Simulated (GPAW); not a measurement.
# Work function of fcc Sr face by face (PBEsol, GPAW)

Does the work function of Sr follow how densely a face is packed?

All values are computed: GPAW 26.7.0, PBEsol, plane waves, scalar-relativistic unless marked; slabs or sheets with vacuum, the vacuum level from the planar mean of the electrostatic potential.

| face | atoms in the slab | top-layer atoms per Å² | work function (eV) |
| --- | --- | --- | --- |
| (110) | 8 | 0.038 | 2.61 |
| (100) | 6 | 0.054 | 2.53 |

The densest face listed is -0.08 eV against the most open one. The difference is within the scatter of thin slabs and meshes, so no order can be read.

The slabs are 1×1 cuts on the parent's lattice, 14.4 to 14.6 Å between the outer relaxed layers. Two faces can't establish a trend.
